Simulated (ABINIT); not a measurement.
# Cl (Cmce): G0W0 with ABINIT, start to end, part 2 of 3

Aim: the G0W0 gap of Cl (Cmce) on PBE, step by step.

ABINIT 10.8.3; PBE and many-body steps on it, plane waves. Known limits of the many-body steps: not at the basis limit; coarse k mesh.

So far. Step 2 (Ground state): The gap is indirect, with the least direct gap 0.06 eV higher.

## 3. Bands along the symmetry lines

Level of this step: DFT, PBE, plane waves, norm-conserving pseudopotentials (ABINIT).

The cheap functional maps the bands first; the places of the edges decide which points the dearer methods must see.

The input, run.abi:

```
acell 3*1.0 Angstrom
rprim 
  3.145000000000 -2.250000000000 0.000000000000
  3.145000000000 2.250000000000 0.000000000000
  0.000000000000 0.000000000000 8.210000000000
ntypat 1
znucl 17
natom 4
typat 1 1 1 1
xred 
  0.870000000000 0.130000000000 0.100000000000
  0.630000000000 0.370000000000 0.600000000000
  0.130000000000 0.870000000000 0.900000000000
  0.370000000000 0.630000000000 0.400000000000
pp_dirpath "pseudos"
pseudos "Cl.upf"
ecut 25
iscf -2
irdden 1
kptopt 0
nkpt 92
kpt 
  0.00000000 0.00000000 0.00000000
  0.06250000 0.06250000 0.00000000
  0.12500000 0.12500000 0.00000000
  0.18750000 0.18750000 0.00000000
  0.25000000 0.25000000 0.00000000
  0.31250000 0.31250000 0.00000000
  0.37500000 0.37500000 0.00000000
  0.43750000 0.43750000 0.00000000
  0.50000000 0.50000000 0.00000000
  0.48474461 0.51525539 0.00000000
  0.46948923 0.53051077 0.00000000
  0.45423384 0.54576616 0.00000000
  0.43897845 0.56102155 0.00000000
  0.42372307 0.57627693 0.00000000
  0.40846768 0.59153232 0.00000000
  0.39321230 0.60678770 0.00000000
  0.37795691 0.62204309 0.00000000
  -0.37795691 0.37795691 0.00000000
  -0.33071230 0.33071230 0.00000000
  -0.28346768 0.28346768 0.00000000
  -0.23622307 0.23622307 0.00000000
  -0.18897845 0.18897845 0.00000000
  -0.14173384 0.14173384 0.00000000
  -0.09448923 0.09448923 0.00000000
  -0.04724461 0.04724461 0.00000000
  0.00000000 0.00000000 0.00000000
  0.00000000 0.00000000 0.06250000
  0.00000000 0.00000000 0.12500000
  0.00000000 0.00000000 0.18750000
  0.00000000 0.00000000 0.25000000
  0.00000000 0.00000000 0.31250000
  0.00000000 0.00000000 0.37500000
  0.00000000 0.00000000 0.43750000
  0.00000000 0.00000000 0.50000000
  -0.04724461 0.04724461 0.50000000
  -0.09448923 0.09448923 0.50000000
  -0.14173384 0.14173384 0.50000000
  -0.18897845 0.18897845 0.50000000
  -0.23622307 0.23622307 0.50000000
  -0.28346768 0.28346768 0.50000000
  -0.33071230 0.33071230 0.50000000
  -0.37795691 0.37795691 0.50000000
  0.37795691 0.62204309 0.50000000
  0.39321230 0.60678770 0.50000000
  0.40846768 0.59153232 0.50000000
  0.42372307 0.57627693 0.50000000
  0.43897845 0.56102155 0.50000000
  0.45423384 0.54576616 0.50000000
  0.46948923 0.53051077 0.50000000
  0.48474461 0.51525539 0.50000000
  0.50000000 0.50000000 0.50000000
  0.50000000 0.50000000 0.43750000
  0.50000000 0.50000000 0.37500000
  0.50000000 0.50000000 0.31250000
  0.50000000 0.50000000 0.25000000
  0.50000000 0.50000000 0.18750000
  0.50000000 0.50000000 0.12500000
  0.50000000 0.50000000 0.06250000
  0.50000000 0.50000000 0.00000000
  0.00000000 0.00000000 0.00000000
  0.00000000 0.06250000 0.00000000
  0.00000000 0.12500000 0.00000000
  0.00000000 0.18750000 0.00000000
  0.00000000 0.25000000 0.00000000
  0.00000000 0.31250000 0.00000000
  0.00000000 0.37500000 0.00000000
  0.00000000 0.43750000 0.00000000
  0.00000000 0.50000000 0.00000000
  0.00000000 0.50000000 0.06250000
  0.00000000 0.50000000 0.12500000
  0.00000000 0.50000000 0.18750000
  0.00000000 0.50000000 0.25000000
  0.00000000 0.50000000 0.31250000
  0.00000000 0.50000000 0.37500000
  0.00000000 0.50000000 0.43750000
  0.00000000 0.50000000 0.50000000
  0.00000000 0.43750000 0.50000000
  0.00000000 0.37500000 0.50000000
  0.00000000 0.31250000 0.50000000
  0.00000000 0.25000000 0.50000000
  0.00000000 0.18750000 0.50000000
  0.00000000 0.12500000 0.50000000
  0.00000000 0.06250000 0.50000000
  0.00000000 0.00000000 0.50000000
  0.06250000 0.06250000 0.50000000
  0.12500000 0.12500000 0.50000000
  0.18750000 0.18750000 0.50000000
  0.25000000 0.25000000 0.50000000
  0.31250000 0.31250000 0.50000000
  0.37500000 0.37500000 0.50000000
  0.43750000 0.43750000 0.50000000
  0.50000000 0.50000000 0.50000000
istwfk *1
nband 21
nbdbuf 2
tolwfr 1e-08
nstep 40
prtwf 0
prtvol 0
indata_prefix "in"
outdata_prefix "out"
tmpdata_prefix "tmp"
```

Launch:

```bash
$ OMP_NUM_THREADS=1 mpirun -n 8 abinit run.abi > log
```

Numbers of over 12 decimals in the logs are rounded to 6 here.

The program printed:

```text
.Version 10.8.3 of ABINIT. v10.8.2 released Aug 2026.

 Symmetries : space group Cm c a (# 64); Bravais oC (1-face-center ortho.)
[... echo of the input left out ...]
== DATASET  1 ==================================================================
-   mpi_nproc: 8, omp_nthreads: 1 (-1 if OMP is not activated)

--- !DatasetInfo
iteration_state: {dtset: 1, }
dimensions: {natom: 4, nkpt: 92, mband: 21, nsppol: 1, nspinor: 1, nspden: 1, mpw: 4726, }
cutoff_energies: {ecut:  25.0, pawecutdg:  -1.0, }
electrons: {nelect:   2.80000000E+01, charge:   0.00000000E+00, occopt:   1.00000000E+00, tsmear:   1.00000000E-02, }

 Real(R)+Recip(G) space primitive vectors, cartesian coordinates (Bohr,Bohr^-1):
 R(1)=  5.9431887 -4.2518838  0.0000000  G(1)=  0.0841299 -0.1175949  0.0000000
 R(2)=  5.9431887  4.2518838  0.0000000  G(2)=  0.0841299  0.1175949  0.0000000
 R(3)=  0.0000000  0.0000000 15.5146515  G(3)=  0.0000000  0.0000000  0.0644552
 Unit cell volume ucvol=  7.8410265E+02 bohr^3
 Angles (23,13,12)=  9.00000000E+01  9.00000000E+01  7.11614758E+01 degrees

 getcut: wavevector=  0.0000  0.0000  0.0000  ngfft=  36  36  72
         ecut(hartree)=     25.000   => boxcut(ratio)=   2.06184

--- Pseudopotential description ------------------------------------------------
- Cl Generated using ONCVPSP code by D. R. Hamann
- 17.00000   7.00000  171031                  znucl, zion, pspdat
12 -101130 2 -1 1028                          pspcod,pspxc,lmax,lloc,mmax
     nproj     2     2     2
  pspatm : epsatm=    9.12776517
         --- l  ekb(1:nproj) -->
             0    8.139296    0.698720
             1    3.821713    1.107519
             2   -2.938609   -0.805455
 pspatm: atomic psp has been read  and splines computed

--------------------------------------------------------------------------------

================================================================================
 prteigrs : about to open file out_EIG
 Non-SCF case, kpt    1 (  0.00000  0.00000  0.00000), residuals and eigenvalues=
  9.10E-09  4.36E-09  3.03E-09  2.84E-09  2.33E-09  3.46E-09  6.47E-09  4.11E-09
  2.64E-09  3.58E-09  8.63E-09  6.28E-09  3.92E-09  5.99E-09  2.47E-09  8.22E-09
  9.45E-09  7.05E-09  9.02E-09  1.59E-05  1.13E-05
 -6.4091E-01 -6.3353E-01 -4.9406E-01 -4.7435E-01 -2.2600E-01 -1.9657E-01
 -1.2661E-01 -1.2203E-01 -1.0941E-01 -1.0909E-01 -5.6008E-02 -4.5071E-02
 -3.5652E-02 -3.2335E-02  6.0461E-02  8.1125E-02  2.2390E-01  2.4601E-01
[...]
Non-SCF case, kpt    2 (  0.06250  0.06250  0.00000), residuals and eigenvalues=
  8.20E-09  9.68E-09  3.71E-09  9.17E-09  7.66E-09  2.11E-09  3.67E-09  3.61E-09
[...]
5.04E-09  8.87E-09  9.11E-09  2.42E-05  3.23E-05
[...]
Non-SCF case, kpt    3 (  0.12500  0.12500  0.00000), residuals and eigenvalues=
[...]
2.71E-09  8.35E-09  2.97E-09  8.64E-06  3.91E-04
[...]
Non-SCF case, kpt   91 (  0.43750  0.43750  0.50000), residuals and eigenvalues=
[...]
Non-SCF case, kpt   92 (  0.50000  0.50000  0.50000), residuals and eigenvalues=
[...]
-1.6293E-01 -1.6293E-01 -1.3168E-01 -1.3168E-01 -5.6040E-02 -5.6040E-02
 -4.7061E-02 -4.7061E-02  6.4366E-02  6.4366E-02  2.9807E-01  2.9807E-01
[...]
--- !ResultsGS
iteration_state: {dtset: 1, }
comment   : Summary of ground state results
lattice_vectors:
- [  5.9431887,  -4.2518838,   0.0000000, ]
- [  5.9431887,   4.2518838,   0.0000000, ]
- [  0.0000000,   0.0000000,  15.5146515, ]
lattice_lengths: [   7.30753,    7.30753,   15.51465, ]
lattice_angles: [ 90.000,  90.000,  71.161, ] # degrees, (23, 13, 12)
lattice_volume:   7.8410265E+02
convergence: {deltae:  0.000E+00, res2:  0.000E+00, residm:  9.980E-09, diffor:  0.000E+00, }
etotal    :  -6.55896272E+01
entropy   :   0.00000000E+00
fermie    :  -3.02756789E-02
cartesian_stress_tensor: null
pressure_GPa: null
xred      :
- [  8.7000E-01,   1.3000E-01,   1.0000E-01, Cl]
- [  6.3000E-01,   3.7000E-01,   6.0000E-01, Cl]
- [  1.3000E-01,   8.7000E-01,   9.0000E-01, Cl]
- [  3.7000E-01,   6.3000E-01,   4.0000E-01, Cl]
cartesian_forces: null
force_length_stats: {min: null, max: null, mean: null, }

 Integrated electronic density in atomic spheres:
 ------------------------------------------------
 Atom  Sphere_radius  Integrated_density
[...]
================================================================================

 ----iterations are completed or convergence reached----

 Mean square residual over all n,k,spin=   54.933E-10; max=  99.800E-10
 reduced coordinates (array xred) for    4 atoms
[...]
0.130000000000      0.870000000000      0.900000000000
       0.370000000000      0.630000000000      0.400000000000

 cartesian coordinates (angstrom) at end:
    1      3.145000    -1.665000     0.821000
    2      3.145000    -0.585000     4.926000
    3      3.145000     1.665000     7.389000
    4      3.145000     0.585000     3.284000
 length scales=  1.889726125908  1.889726125908  1.889726125908 bohr
              =  1.000000000000  1.000000000000  1.000000000000 angstroms
 prteigrs : about to open file out_EIG
 Eigenvalues (hartree) for nkpt=  92  k points:
 kpt#   1, nband= 21, wtk=  1.00000, kpt=  0.0000  0.0000  0.0000 (reduced coord)
[...]
kpt#   2, nband= 21, wtk=  1.00000, kpt=  0.0625  0.0625  0.0000 (reduced coord)
[...]
kpt#   3, nband= 21, wtk=  1.00000, kpt=  0.1250  0.1250  0.0000 (reduced coord)
[...]
kpt#  91, nband= 21, wtk=  1.00000, kpt=  0.4375  0.4375  0.5000 (reduced coord)
[...]
0.29925    0.29925    0.33074    0.33075    0.34904
 kpt#  92, nband= 21, wtk=  1.00000, kpt=  0.5000  0.5000  0.5000 (reduced coord)
  -0.62997   -0.62997   -0.48167   -0.48167   -0.21248   -0.21248   -0.16293   -0.16293
  -0.13168   -0.13168   -0.05604   -0.05604   -0.04706   -0.04706    0.06437    0.06437
   0.29807    0.29807    0.33103    0.33104    0.34782

== END DATASET(S) ==============================================================
================================================================================

 -outvars: echo values of variables after computation  --------
            nband          21
             nkpt          92
          spgroup          64
 [... the other variables as echoed above ...]

 Calculation completed.
```

It took 17 s on 8 MPI ranks of Arm Neoverse V2, shared host; peak memory 0.63 GiB; 2.2 min of CPU time.

Numbers from this step:

| Item | Value |
| --- | --- |
| gap | 2.457 eV |
| k of the valence top | 0.5, 0.5, 0 |
| k of the conduction bottom | -0.0945, 0.0945, 0 |
| least direct gap | 2.515 eV |

The gap is 2.457 eV, −0.012 eV from the run before at this level.

The electronic bands at the labelled points (eV, zero at the top of the highest filled band):

```
     point  band 11  band 12  band 13  band 14  band 15  band 16  band 17  band 18
         Γ    -0.70    -0.40    -0.15    -0.06     2.47     3.03     6.92     7.52
   halfway    -0.71    -0.45    -0.37    -0.07     2.55     2.88     8.41     8.55
         Y    -0.96    -0.89    -0.36     0.00     2.55     2.74     8.58     8.67
   halfway    -0.93    -0.81    -0.31     0.00     2.55     2.75     8.37     8.91
        F0    -0.84    -0.66    -0.21    -0.01     2.60     2.78     8.52     9.16
jump to Δ0    -0.84    -0.66    -0.21    -0.01     2.60     2.78     8.52     9.16
   halfway    -0.40    -0.30    -0.24    -0.05     2.64     2.98     8.22     8.70
         Γ    -0.70    -0.40    -0.15    -0.06     2.47     3.03     6.92     7.52
   halfway    -0.70    -0.49    -0.13    -0.07     2.51     2.91     7.11     7.57
         Z    -0.64    -0.64    -0.10    -0.10     2.67     2.67     7.46     7.46
   halfway    -0.22    -0.22    -0.14    -0.14     2.77     2.77     8.31     8.31
        B0    -0.41    -0.41    -0.40    -0.40     2.68     2.68     9.21     9.21
jump to G0    -0.41    -0.41    -0.40    -0.40     2.68     2.68     9.21     9.21
   halfway    -0.61    -0.61    -0.44    -0.44     2.61     2.61     8.99     8.99
         T    -0.70    -0.70    -0.46    -0.46     2.58     2.58     8.93     8.93
   halfway    -0.85    -0.80    -0.47    -0.13     2.54     2.68     8.67     8.79
         Y    -0.96    -0.89    -0.36     0.00     2.55     2.74     8.58     8.67
 jump to Γ    -0.70    -0.40    -0.15    -0.06     2.47     3.03     6.92     7.52
   halfway    -0.42    -0.30    -0.25    -0.15     2.54     2.97     7.90     8.17
         S    -0.51    -0.51    -0.15    -0.15     2.85     2.85     8.30     8.30
   halfway    -0.46    -0.46    -0.09    -0.09     2.80     2.80     8.40     8.40
         R    -0.43    -0.43     0.00     0.00     2.75     2.75     8.52     8.52
   halfway    -0.39    -0.39    -0.16    -0.16     2.75     2.75     8.05     8.05
         Z    -0.64    -0.64    -0.10    -0.10     2.67     2.67     7.46     7.46
   halfway    -0.71    -0.71    -0.18    -0.18     2.66     2.66     8.76     8.76
         T    -0.70    -0.70    -0.46    -0.46     2.58     2.58     8.93     8.93
```

## 4. Empty states on the mesh, 4×4×2 mesh, 183 bands

The sums over transitions need many empty states on a uniform mesh; this step solves for them.

The input, run.abi:

```
acell 3*1.0 Angstrom
rprim 
  3.145000000000 -2.250000000000 0.000000000000
  3.145000000000 2.250000000000 0.000000000000
  0.000000000000 0.000000000000 8.210000000000
ntypat 1
znucl 17
natom 4
typat 1 1 1 1
xred 
  0.870000000000 0.130000000000 0.100000000000
  0.630000000000 0.370000000000 0.600000000000
  0.130000000000 0.870000000000 0.900000000000
  0.370000000000 0.630000000000 0.400000000000
pp_dirpath "pseudos"
pseudos "Cl.upf"
ecut 25
ngkpt 4 4 2
nshiftk 1
shiftk 0 0 0
kptopt 1
chksymbreak 0
irdden 1
istwfk *1
nband 183
prtvol 0
optdriver 6
gwr_task "HDIAGO"
paral_kgb 0
occopt 1
indata_prefix "in"
outdata_prefix "out"
tmpdata_prefix "tmp"
```

The program printed:

```text
[banner, memory and clock lines left out]
.Version 10.8.3 of ABINIT. v10.8.2 released Aug 2026.

 Symmetries : space group Cm c a (# 64); Bravais oC (1-face-center ortho.)
[... echo of the input left out ...]
== DATASET  1 ==================================================================
-   mpi_nproc: 8, omp_nthreads: 1 (-1 if OMP is not activated)

--- !DatasetInfo
iteration_state: {dtset: 1, }
dimensions: {natom: 4, nkpt: 14, mband: 183, nsppol: 1, nspinor: 1, nspden: 1, mpw: 4726, }
cutoff_energies: {ecut:  25.0, pawecutdg:  -1.0, }
electrons: {nelect:   2.80000000E+01, charge:   0.00000000E+00, occopt:   1.00000000E+00, tsmear:   1.00000000E-02, }

.Using double precision arithmetic; gwpc =  8

- Reading GS density from: in_DEN

--- Pseudopotential description ------------------------------------------------
- Cl Generated using ONCVPSP code by D. R. Hamann
- 17.00000   7.00000  171031                  znucl, zion, pspdat
12 -101130 2 -1 1028                          pspcod,pspxc,lmax,lloc,mmax
     nproj     2     2     2
  pspatm : epsatm=    9.12776517
         --- l  ekb(1:nproj) -->
             0    8.139296    0.698720
             1    3.821713    1.107519
             2   -2.938609   -0.805455
 pspatm: atomic psp has been read  and splines computed

   1.02230970E+03                                ecore*ucvol(ha*bohr**3)

 Total charge density [el/Bohr^3]
)     Maximum=    2.9110E-01  at reduced coord.    0.2222    0.9444    0.8889
)     Minimum=    1.3720E-03  at reduced coord.    0.2500    0.5000    0.1389
   Integrated=    2.8000E+01

 === KS gaps after direct diagonalization ===
 Indirect band gap semiconductor
 Fundamental gap:     2.469 (eV)
   VBM:    -0.824 (eV) at k: [ 5.0000E-01,  5.0000E-01,  0.0000E+00]
   CBM:     1.645 (eV) at k: [ 0.0000E+00,  0.0000E+00,  0.0000E+00]
 Direct gap:         2.525 (eV) at k: [ 0.0000E+00,  0.0000E+00,  0.0000E+00]

== END DATASET(S) ==============================================================

 -outvars: echo values of variables after computation  --------
           etotal      0.0000000000E+00
            nband         183
             nkpt          14
          spgroup          64
 [... the other variables as echoed above ...]

 Calculation completed.
```

Wall time 2.1 min (8 MPI ranks); peak memory 9.8 GiB.

Numbers from this step:

- gap: 2.469 eV
- k of the valence top: 0.5, 0.5, 0
- k of the conduction bottom: 0, 0, 0
- least direct gap: 2.525 eV
- k points computed: 14
- lowest point of the top converged band, above the valence top: 67.9267 eV

On this mesh the gap is 2.469 eV.

## 5. Screening, 4×4×2 mesh, 175 bands, screening to 119.7 eV

The RPA dielectric matrix is built and inverted for each q.

This step: RPA screening on PBE, plane waves, norm-conserving pseudopotentials.

run.abi, as its differences from that of step 4:

```diff
@@ -22,10 +22,11 @@
 chksymbreak 0
-irdden 1
 istwfk *1
-nband 183
-prtvol 0
-optdriver 6
-gwr_task "HDIAGO"
-paral_kgb 0
 occopt 1
+irdwfk 1
+optdriver 3
+nband 175
+ecuteps 4.4
+inclvkb 2
+awtr 1
+symchi 1
 indata_prefix "in"
```

The program printed:

```text
.Version 10.8.3 of ABINIT. v10.8.2 released Aug 2026.

 Symmetries : space group Cm c a (# 64); Bravais oC (1-face-center ortho.)
[... echo of the input left out ...]
== DATASET  1 ==================================================================
-   mpi_nproc: 8, omp_nthreads: 1 (-1 if OMP is not activated)

--- !DatasetInfo
iteration_state: {dtset: 1, }
dimensions: {natom: 4, nkpt: 14, mband: 175, nsppol: 1, nspinor: 1, nspden: 1, mpw: 4726, }
cutoff_energies: {ecut:  25.0, pawecutdg:  -1.0, }
electrons: {nelect:   2.80000000E+01, charge:   0.00000000E+00, occopt:   1.00000000E+00, tsmear:   1.00000000E-02, }

 SCREENING: Calculation of the susceptibility and dielectric matrices

 Based on a program developped by R.W. Godby, V. Olevano, G. Onida, and L. Reining.
 Incorporated in ABINIT by V. Olevano, G.-M. Rignanese, and M. Torrent.
.Using double precision arithmetic ; gwpc =  8

[... cell and pseudopotentials left out ...]
--------------------------------------------------------------------------------

 ==== K-mesh for the wavefunctions ====
 Number of points in the irreducible wedge :    14
[... list of points left out ...]
 Together with  8 symmetry operations and time-reversal symmetry
 yields    32 points in the full Brillouin Zone.

 ==== Q-mesh for the screening function ====
 Number of points in the irreducible wedge :    14
[... list of points left out ...]
 Together with  8 symmetry operations and time-reversal symmetry
 yields    32 points in the full Brillouin Zone.

 setmesh: FFT mesh size selected  =    24x   24x   50
          total number of points  =        28800

 vcoul_init : cutoff-mode = AUXILIARY_FUNCTION
 q-points for optical limit:   1
     1)      0.000010    0.000020    0.000030

- screening: taking advantage of time-reversal symmetry
- Maximum band index for partially occupied states nbvw = 14
- Remaining bands to be divided among processors   nbcw = 161
- Number of bands treated by each node ~20

 Number of electrons calculated from density =   28.0000; Expected =   28.0000
 average of density, n =  0.035710
 r_s =    1.8838
 omega_plasma =   18.2284 [eV]

 calculating chi0 at frequencies [eV] :
  1    0.000000E+00    0.000000E+00
  2    0.000000E+00    1.822838E+01

--------------------------------------------------------------------------------
  q-point number  1        q = ( 0.000000, 0.000000, 0.000000) [r.l.u.]
--------------------------------------------------------------------------------
[... chi0 elements left out ...]
 For q-point:  0.000010 0.000020 0.000030
  dielectric constant =   2.8168
  dielectric constant without local fields =   3.4609

  Average fulfillment of the sum rule on Im[epsilon] for q-point    1 :     75.56  [%]
[... wings left out ...]
  q-point number  2        q = ( 0.250000, 0.000000, 0.000000) [r.l.u.]
--------------------------------------------------------------------------------
[... chi0 elements left out ...]
  Average fulfillment of the sum rule on Im[epsilon] for q-point    2 :     78.47  [%]

 [... 12 further q-points ...]
```

Wall time 68 s (8 MPI ranks); peak memory 2.6 GiB.

Numbers from this step:

```yaml
eps_infinity_with_local_fields_on_this_mesh_along_the_program_s_q_direction: 2.817
the_same_without_local_fields: 3.461
plasma_frequency: 18.23 eV
plane_waves_in_the_screening_matrix: 335
```

Local fields lower ε∞ by 19 %. On a Γ-centred mesh this coarse the value itself is usually too large, while a short band sum pulls it down.

(Part 2 of 3 ends here.)

[Paths, hosts, dates, memory and timing lines, banners, echoed tables and standing remarks are left out of the program output.]

[Logs are printed without paths, hosts, clocks, repeated set-up lines and the standing remarks that a program may print on its own settings, such as how far it seeks lower states.]

[Runs of the session that timed out or met a known fault of the program may be left out.]

[Hosts, paths, dates, database ids (printed as entryN), source tags and the programs' standing remarks are cut or masked in the printed files.]

[G0W0 gaps are taken among the corrected bands and points alone; a level outside them can change the order at an edge.]

[Where Ansatz stands beside ABINIT at settings called matched, ABINIT's density can come from a denser mesh and the files from another edition; pairs whose starting gaps differed by over 0.03 eV were left out, so agreement reads better than it is.]
